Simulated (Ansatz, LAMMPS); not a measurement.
# Structural relaxation of amorphous 71HfO2-29Al2O3 (mol %) (86 atoms), part 3 of 4

Wanted: the relaxed structure of amorphous 71HfO2-29Al2O3 (mol %) (86 atoms) and its electronic structure.

Ansatz 0.2.0; Kohn-Sham DFT, PBE, PAW (set soft_2), plane waves.

The cell: 17 Hf, 14 Al and 55 O. The quench rate of 50 K/ps is orders of magnitude faster than experiment. The starting topology of bonds comes from the classical model. Only the Γ point is sampled in the main run, in a cell whose shortest periodic width is 10 Å. No spin–orbit coupling is included.

So far. Step 4 (Cell and atoms relaxed): The relaxation changed the energy by -34.9 meV/atom, and atoms moved by 0.16 Å r.m.s., 0.48 Å at most.

### Step 6. Single point at the relaxed geometry

One more single point at the end of the walk gives the fuller output and checks the residual forces.

The input, input.yaml:

```yaml
crystal:
  lattice:
    - [10.45971, 0.10867, -0.18182]
    - [0.10867, 10.27871, 0.08071]
    - [-0.18182, 0.08071, 9.96279]
  atoms:
    - { symbol: Hf, position: [0.93146, 0.57537, 0.90493] }
    - { symbol: Hf, position: [0.15162, 0.83944, 0.52411] }
    - { symbol: Hf, position: [0.67303, 0.31828, 0.82683] }
    - { symbol: Hf, position: [0.30077, 0.49339, 0.97932] }
    - { symbol: Hf, position: [0.10177, 0.73856, 0.18609] }
    - { symbol: Hf, position: [0.01719, 0.03407, 0.72052] }
    - { symbol: Hf, position: [0.48727, 0.93659, 0.92393] }
    - { symbol: Hf, position: [0.61058, 0.38456, 0.46735] }
    - { symbol: Hf, position: [0.36454, 0.41765, 0.64261] }
    - { symbol: Hf, position: [0.80791, 0.0532, 0.47247] }
    - { symbol: Hf, position: [0.73072, 0.21251, 0.20784] }
    - { symbol: Hf, position: [0.76223, 0.8414, 0.15963] }
    - { symbol: Hf, position: [0.68015, 0.5261, 0.09617] }
    - { symbol: Hf, position: [0.49164, 0.9859, 0.31259] }
    - { symbol: Hf, position: [0.00589, 0.27474, 0.95651] }
    - { symbol: Hf, position: [0.28375, 0.46309, 0.29785] }
    - { symbol: Hf, position: [0.27256, 0.16734, 0.45644] }
    - { symbol: Al, position: [0.06737, 0.5309, 0.45794] }
    - { symbol: Al, position: [0.43057, 0.67758, 0.47548] }
    - { symbol: Al, position: [0.16974, 0.82296, 0.91134] }
    - { symbol: Al, position: [0.61793, 0.83539, 0.59528] }
    - { symbol: Al, position: [0.01722, 0.24749, 0.251] }
    - { symbol: Al, position: [0.38867, 0.71962, 0.75214] }
    - { symbol: Al, position: [0.45632, 0.68964, 0.16233] }
    - { symbol: Al, position: [0.52686, 0.10255, 0.66002] }
    - { symbol: Al, position: [0.76463, 0.04007, 0.92095] }
    - { symbol: Al, position: [0.88835, 0.74636, 0.59933] }
    - { symbol: Al, position: [0.45647, 0.24393, 0.06069] }
    - { symbol: Al, position: [0.29685, 0.17451, 0.81899] }
    - { symbol: Al, position: [0.90349, 0.3468, 0.62879] }
    - { symbol: Al, position: [0.22765, 0.0546, 0.11846] }
    - { symbol: O, position: [0.28317, 0.62431, 0.13066] }
    - { symbol: O, position: [0.96872, 0.40298, 0.78584] }
    - { symbol: O, position: [0.69721, 0.95812, 0.32003] }
    - { symbol: O, position: [0.74365, 0.48365, 0.90263] }
    - { symbol: O, position: [0.26528, 0.25092, 0.64776] }
    - { symbol: O, position: [0.89939, 0.32346, 0.13104] }
    - { symbol: O, position: [0.50477, 0.54493, 0.57402] }
    - { symbol: O, position: [0.20551, 0.80716, 0.34129] }
    - { symbol: O, position: [0.35354, 0.10161, 0.00246] }
    - { symbol: O, position: [0.73587, 0.73514, 0.53897] }
    - { symbol: O, position: [0.37844, 0.32022, 0.88309] }
    - { symbol: O, position: [0.6103, 0.10487, 0.84842] }
    - { symbol: O, position: [0.1341, 0.8712, 0.74406] }
    - { symbol: O, position: [0.6152, 0.31595, 0.03238] }
    - { symbol: O, position: [0.45347, 0.87009, 0.14074] }
    - { symbol: O, position: [0.02778, 0.68416, 0.52341] }
    - { symbol: O, position: [0.49642, 0.5734, 0.03004] }
    - { symbol: O, position: [0.1653, 0.90585, 0.06574] }
    - { symbol: O, position: [0.95815, 0.41459, 0.48445] }
    - { symbol: O, position: [0.42788, 0.60097, 0.32192] }
    - { symbol: O, position: [0.08404, 0.69073, 0.97248] }
    - { symbol: O, position: [0.67421, 0.41812, 0.27629] }
    - { symbol: O, position: [0.53305, 0.80624, 0.74701] }
    - { symbol: O, position: [0.93826, 0.9134, 0.55968] }
    - { symbol: O, position: [0.30381, 0.06173, 0.27937] }
    - { symbol: O, position: [0.78849, 0.05913, 0.09733] }
    - { symbol: O, position: [0.12651, 0.15314, 0.84452] }
    - { symbol: O, position: [0.67125, 0.88838, 0.97295] }
    - { symbol: O, position: [0.63478, 0.69724, 0.19765] }
    - { symbol: O, position: [0.5406, 0.14325, 0.19093] }
    - { symbol: O, position: [0.33298, 0.55948, 0.7859] }
    - { symbol: O, position: [0.41074, 0.34503, 0.43106] }
    - { symbol: O, position: [0.5302, 0.28262, 0.66401] }
    - { symbol: O, position: [0.11704, 0.43241, 0.98639] }
    - { symbol: O, position: [0.09677, 0.16718, 0.11519] }
    - { symbol: O, position: [0.93999, 0.82481, 0.23199] }
    - { symbol: O, position: [0.89999, 0.97109, 0.84723] }
    - { symbol: O, position: [0.9076, 0.17059, 0.61161] }
    - { symbol: O, position: [0.73733, 0.38498, 0.63358] }
    - { symbol: O, position: [0.35382, 0.36269, 0.13819] }
    - { symbol: O, position: [0.50644, 0.8271, 0.451] }
    - { symbol: O, position: [0.39542, 0.04401, 0.75885] }
    - { symbol: O, position: [0.66424, 0.00238, 0.60923] }
    - { symbol: O, position: [0.15431, 0.03658, 0.52983] }
    - { symbol: O, position: [0.8287, 0.21331, 0.87815] }
    - { symbol: O, position: [0.33969, 0.80058, 0.89756] }
    - { symbol: O, position: [0.23333, 0.5012, 0.50714] }
    - { symbol: O, position: [0.68113, 0.2072, 0.41944] }
    - { symbol: O, position: [0.44798, 0.08294, 0.49203] }
    - { symbol: O, position: [0.31598, 0.74397, 0.5901] }
    - { symbol: O, position: [0.10091, 0.55638, 0.2847] }
    - { symbol: O, position: [0.16047, 0.2963, 0.33851] }
    - { symbol: O, position: [0.89835, 0.69218, 0.76315] }
    - { symbol: O, position: [0.83614, 0.64521, 0.06901] }
    - { symbol: O, position: [0.90246, 0.1496, 0.32712] }
kpoints:
  mp_grid: { grid: [1, 1, 1] }
hamiltonian:
  xc: pbe
scf:
  occupations: { method: fermi_dirac, width: 0.025 }
output:
  forces: true
  stress: true
  populations: true
  dos:
    method: { smearing: { sigma: 0.08 } }
    de: 0.05
    projected: { site_lists: { Al: [Al], Hf: [Hf], O: [O] } }
  eigenvalues: true
  write_density: true
  write_potential: true
  volumetric_format: npy
```

Started as:

```
$ ansatz run input.yaml --threads 4 --pin off --max-ram 8192MiB --backend cpu --events-out ev --progress --plain --runs-dir out
```

Numbers of over 12 decimals in the logs are rounded to 6 here.

Output:

```text
[...]
Crystal: 86 atoms, lattice volume = 1070.594 Å³
Basis set: ecut = 420 eV, 20921 PW (Γ), exchange–correlation on 144×144×144 points (8 copies of the dense FFT grid, shifted against one another)
Bands: 493, of which v1, the nominal top of the filled ones, is band 407 counted from 1 (406 counted from 0)
Symmetry: 1 space group operations
[...]
k-points: 1
[...]
SCF iter   1: F=—  HF=-306128.812043 eV  |F-HF|=—  |Δ(HF+E_count)|=         —  Δρ=3.49e-3  dr2=1.63e-1  ethr=1.77e-3  ⟨swp⟩=6.0  Hψ=1811  notcnv=0  defer=60
[...]
SCF iter  10: F=-306128.796202 eV  HF=-306128.796203 eV  |F-HF|=2.60e-8  |Δ(HF+E_count)|=   2.12e-7  Δρ=2.95e-6  dr2=8.92e-8  ethr=1.23e-11  ⟨swp⟩=16.0  Hψ=3941  notcnv=0
SCF 1 converged in 10 iterations: F = -306128.796202 eV  dr2 = 8.92e-8
[...]
SCF converged after 10 iterations
Free energy (F): -306128.796202 eV
[...]
Internal energy: -306128.796202 eV  (E = F + TS)
E sigma→0 (E₀):  -306128.796202 eV
Fermi energy:    11.115246 eV
[...]
--- Forces (eV/Å), atoms counted from 1 ---
  atom   1  Hf    -0.00519336     0.01032785    -0.00324028
  atom   2  Hf     0.00222764    -0.00052099    -0.00592867
  atom   3  Hf     0.00293666     0.00191555     0.01860676
  atom   4  Hf    -0.00096886     0.01110419     0.00000941
  atom   5  Hf    -0.00176561     0.01136283    -0.00411763
  atom   6  Hf    -0.00261575    -0.02085810     0.00751622
  atom   7  Hf    -0.00827113    -0.00592793    -0.00455103
  atom   8  Hf    -0.00284734     0.00315066    -0.00661666
  atom   9  Hf     0.00377409     0.01269190     0.00064377
  atom  10  Hf     0.01231798    -0.01010319     0.00881231
  atom  11  Hf    -0.00439724    -0.00654046    -0.00006274
  atom  12  Hf     0.01337912    -0.00942342     0.00857951
  atom  13  Hf     0.00692776     0.00589456     0.00083375
  atom  14  Hf     0.00440588     0.00455339     0.00275204
[...]
atom  85  O     -0.00678157     0.00233302    -0.00121474
  atom  86  O      0.00060748     0.00164630    -0.00562980
  max |Σ_I F_I| component: 3.84e-5 eV/Å
--- Stress (GPa, compression-positive) ---
       -0.009580      -0.006066       0.003357
       -0.006059       0.004463      -0.006006
        0.003356      -0.006003      -0.013689
  P = ⅓ Tr σ = -0.0063 GPa (-0.063 kbar)
--- Band table (eV) ---
[...]
--- Löwdin populations: 86 sites ---
  site symbol       q [e]
     0     Hf     24.5401
     1     Hf     24.4921
     2     Hf     24.4705
[...]
85      O      6.7104
  spilling = 0.003873 (of n_electrons = 814.000000)
```

Wall time 33 s (4 threads of Arm Neoverse V1, shared host); peak memory 1.7 GiB.

Numbers from this run:

```yaml
free_energy: -306128.7962 eV
free_energy_per_atom: -3559.6372 eV/atom
scf_cycles: 10
pressure: -0.006269 GPa
r_m_s_force_component: 0.00565 eV/Å
longest_force: 0.02232 eV/Å
fermi_energy: 11.12 eV
spacing_of_highest_filled_and_lowest_empty_level: 4.046 eV
spilling_of_the_projection: 0.003873
```

Löwdin charges by element and coordination (they lack the spilled electrons, 0.037 e an atom on average):

| element | coordination | atoms | mean charge (e) | spread | least | most |
| --- | --- | --- | --- | --- | --- | --- |
| Al | all | 14 | 1.27 | 0.0408 | 1.20 | 1.32 |
| Al | 4 | 9 | 1.30 | 0.0212 | 1.25 | 1.32 |
| Al | 5 | 5 | 1.22 | 0.0086 | 1.20 | 1.23 |
| Hf | all | 17 | 1.51 | 0.038 | 1.44 | 1.58 |
| Hf | 6 | 13 | 1.51 | 0.0362 | 1.44 | 1.57 |
| Hf | 7 | 4 | 1.51 | 0.043 | 1.47 | 1.58 |
| O | all | 55 | -0.731 | 0.0579 | -0.888 | -0.628 |
| O | 2 | 6 | -0.731 | 0.111 | -0.888 | -0.632 |
| O | 3 | 41 | -0.729 | 0.0487 | -0.82 | -0.628 |
| O | 4 | 8 | -0.742 | 0.0391 | -0.798 | -0.681 |

Density of states as counts of states in windows of 1 eV (from the Fermi level), total and the larger projections:

| from (eV) | to (eV) | total | O p | Hf d |
| --- | --- | --- | --- | --- |
| -10 | -9 | 0.0 | 0.0 | 0.0 |
| -9 | -8 | 3.7 | 2.7 | 0.3 |
| -8 | -7 | 23.6 | 16.9 | 2.4 |
| -7 | -6 | 48.3 | 35.6 | 6.5 |
| -6 | -5 | 65.3 | 51.2 | 8.4 |
| -5 | -4 | 69.3 | 58.6 | 6.3 |
| -4 | -3 | 73.4 | 66.6 | 3.8 |
| -3 | -2 | 45.8 | 43.0 | 1.4 |
| -2 | -1 | 0.5 | 0.4 | 0.0 |
| -1 | 1 | 0.0 | 0.0 | 0.0 |
| 1 | 2 | 0.9 | 0.1 | 0.4 |
| 2 | 3 | 31.5 | 3.5 | 23.9 |
| 3 | 4 | 45.5 | 5.9 | 33.9 |
| 4 | 5 | 38.2 | 5.6 | 22.4 |

Between -26 and -10 eV lie 348 more states.

The stored curve holds about 678 of the 814 electrons; the rest, give or take the few that broadening carries across the Fermi level, lie in deeper levels below its range.

The levels nearest the highest filled one (over half full), pooled over k-points and spins:

| level less the highest filled one (eV) | occupation |
| --- | --- |
| -0.385 | 2 |
| -0.347 | 2 |
| -0.300 | 2 |
| -0.205 | 2 |
| -0.097 | 2 |
| 0 | 2 |
| 4.05 | 0 |
| 4.20 | 0 |
| 4.28 | 0 |
| 4.35 | 0 |
| 4.41 | 0 |
| 4.47 | 0 |

Electrostatic potential energy in the ac plane at fractional y = 0.044, with atoms of Hf and Al and O within 0.2 Å of it. With pseudopotentials it is smooth inside the atoms' cores, unlike the true potential.

Ten even steps from '0' (-29 eV) to '9' (16 eV), each cell a mean:
```
99999999976787778898656568999
99999999998876678887568658999
99999999999887778777556568899
77889999888888888557755678788
33578999885127888889888899875
00168999981004888899999999740
10058999994126656799999998730
00268999999887545688999998740
34689999999987555642589988864
77875699999998766731388778887
99820069999976788976764235789
99820058889821489998740001689
99974588788831589998620100589
99999988888876788998740002689
99999998888875457899874346899
99999998657752015789888788999
99999995003741014789999999999
99999994003763236899999999999
99998876457876678999999999999
99997555578988889999998899999
99986576568999999999972159999
99986576578999999999950039999
99997555677899999999972269999
99998877864688888999876689999
```
Columns run along a (10.5 Å; values clipped at the 3rd and 97th percentile), rows up along c (10.0 Å). Atoms in or near the plane, at fractional coordinates: Hf at (0.02, 0.72), Hf at (0.81, 0.47), Al at (0.76, 0.92), Al at (0.23, 0.12), O at (0.30, 0.28), O at (0.79, 0.10), O at (0.40, 0.76), O at (0.15, 0.53).

Valence density in the ac plane at fractional y = 0.044, with atoms of Hf and Al and O within 0.2 Å of it. It is the smooth field of the valence electrons, not physical close to the nuclei.

Ten steps, logarithmic in the rise over the least value, from '0' (0 e/Å³) to '9' (29 e/Å³), each cell a mean:
```
00000000123321100000000000000
00000000011111111111100011100
00000000001111112332100012211
11111000011221112332100112321
44210000024553112221100012223
88520000125664211110000001136
99620000024553100111000000148
87520000012221100122210000136
44211100000011001245420000113
11124320000011111245421111111
00256631000123211133323442100
00256631001245420011137885200
00134321001245420000148996200
00011110001123210000136875100
00000001111112321001123432100
00000002332125652111211111100
00000014564235653111211000000
00000014664224542101110000000
00000013442111221100000000000
00000001111000111000012210000
00000000000000000000135541000
00000000011100000000146642000
00000000123210000000135531000
00000001234321000000112210000
```
Columns run along a (10.5 Å), rows up along c (10.0 Å). Atoms in or near the plane, at fractional coordinates: Hf at (0.02, 0.72), Hf at (0.81, 0.47), Al at (0.76, 0.92), Al at (0.23, 0.12), O at (0.30, 0.28), O at (0.79, 0.10), O at (0.40, 0.76), O at (0.15, 0.53).

Mean Löwdin charges: Al +1.27, Hf +1.51, O -0.73 e (they miss 0.39 % of the electrons, so they add up to more than the cell's charge). The largest share in the top eV of filled states is O p (95 % of the projected weight), and in the lowest eV of empty states Hf d (77 % of the projected weight).

A closer look about Hf11, which has 7 bonded neighbours where the commonest count for Hf is 6: 8 atoms, nearest first, numbered in the order of the input, with positions taken from that point.

| atom | x | y | z | distance (Å) | bonds | Löwdin charge (e) |
| --- | --- | --- | --- | --- | --- | --- |
| Hf11 | 0.00 | 0.00 | 0.00 | 0.00 | 7 | 1.50 |
| O57 | 0.61 | -1.58 | -1.12 | 2.03 | 3 | -0.74 |
| O61 | -1.99 | -0.73 | -0.14 | 2.13 | 3 | -0.72 |
| O79 | -0.56 | -0.04 | 2.12 | 2.19 | 3 | -0.63 |
| O86 | 1.77 | -0.62 | 1.15 | 2.20 | 3 | -0.71 |
| O37 | 1.79 | 1.15 | -0.79 | 2.27 | 3 | -0.76 |
| O53 | -0.58 | 2.11 | 0.71 | 2.30 | 3 | -0.68 |
| O45 | -1.17 | 1.04 | -1.72 | 2.32 | 4 | -0.74 |

The column of bonds counts only the pairs O-Hf within 2.82 Å, O-Al within 2.43 Å; other neighbours, such as metal atoms beside each other in a compound, aren't counted, and periodic images can show an atom twice.

### Step 7. K-mesh 2×2×2

A denser mesh tests the sampling of the Brillouin zone.

input.yaml: that of step 6 with these lines changed.

```diff
@@ -8,3 +8,3 @@
 kpoints:
-  mp_grid: { grid: [1, 1, 1] }
+  mp_grid: { grid: [2, 2, 2] }
 hamiltonian:
@@ -22,4 +22 @@
   eigenvalues: true
-  write_density: true
-  write_potential: true
-  volumetric_format: npy
```

Output:

```text
[...]
Crystal: 86 atoms, lattice volume = 1070.594 Å³
Basis set: ecut = 420 eV, 20921 PW (Γ), exchange–correlation on 144×144×144 points (8 copies of the dense FFT grid, shifted against one another)
Bands: 493, of which v1, the nominal top of the filled ones, is band 407 counted from 1 (406 counted from 0)
Symmetry: 1 space group operations
[...]
k-points: 8
[...]
SCF iter   1: F=—  HF=-306128.919121 eV  |F-HF|=—  |Δ(HF+E_count)|=         —  Δρ=3.47e-3  dr2=1.60e-1  ethr=1.77e-3  ⟨swp⟩=6.0  Hψ=14482  notcnv=0  defer=453
[...]
SCF iter   9: F=—  HF=-306128.903045 eV  |F-HF|=—  |Δ(HF+E_count)|=   5.47e-7  Δρ=3.84e-6  dr2=2.17e-7  ethr=3.60e-10  ⟨swp⟩=2.0  Hψ=6536  notcnv=0  defer=632
SCF iter  10: F=-306128.903045 eV  HF=-306128.903045 eV  |F-HF|=1.57e-8  |Δ(HF+E_count)|=   1.96e-7  Δρ=2.85e-6  dr2=8.43e-8  ethr=1.23e-11  ⟨swp⟩=12.8  Hψ=18382  notcnv=0
SCF 1 converged in 10 iterations: F = -306128.903045 eV  dr2 = 8.43e-8
[...]
SCF converged after 10 iterations
Free energy (F): -306128.903045 eV
[...]
Internal energy: -306128.903045 eV  (E = F + TS)
E sigma→0 (E₀):  -306128.903045 eV
Fermi energy:    11.131768 eV
[...]
Σ components = -306128.903045   (vs F -306128.903045, Δ=0.00e0)
--- Forces (eV/Å), atoms counted from 1 ---
  atom   1  Hf    -0.00635624     0.01491924     0.01389533
  atom   2  Hf     0.02904894    -0.03018432     0.02601486
  atom   3  Hf     0.01561502     0.00246144     0.01887125
  atom   4  Hf    -0.01850438     0.01051498    -0.00632229
[...]
atom  86  O      0.00480223    -0.00485725    -0.00719098
  max |Σ_I F_I| component: 2.95e-5 eV/Å
--- Stress (GPa, compression-positive) ---
        0.020366      -0.001172       0.002061
       -0.001165       0.038823      -0.002696
        0.002060      -0.002693      -0.005367
  P = ⅓ Tr σ = 0.0179 GPa (0.179 kbar)
--- Band table (eV; the first three rows and the last of 8) ---
[...]
--- Löwdin populations: 86 sites ---
  site symbol       q [e]
     0     Hf     24.5402
     1     Hf     24.4914
     2     Hf     24.4726
[...]
85      O      6.7110
  spilling = 0.003878 (of n_electrons = 814.000000)
```

The job ended after 4.9 min (4 threads; peak memory 5.8 GiB; 19 min of CPU time).

The program notes that it cut back its work space to fit the memory limit.

Geometry and reference: those of the single point at the relaxed geometry.

Forces differ from those of the single point at the relaxed geometry by 11 meV/Å r.m.s.; the energy by -1.2 meV/atom and the pressure by +0.024 GPa. It took 4.9 min and 10 cycles; the reference's time can't be set against it, since the two runs asked for unlike analyses.

(Continued in part 4 of 4.)

[Logs are printed without paths, hosts, clocks, repeated set-up lines and the standing remarks that a program may print on its own settings, such as how far it seeks lower states.]

[Hosts, paths, dates, database ids (printed as entryN), source tags and the programs' standing remarks are cut or masked in the printed files.]
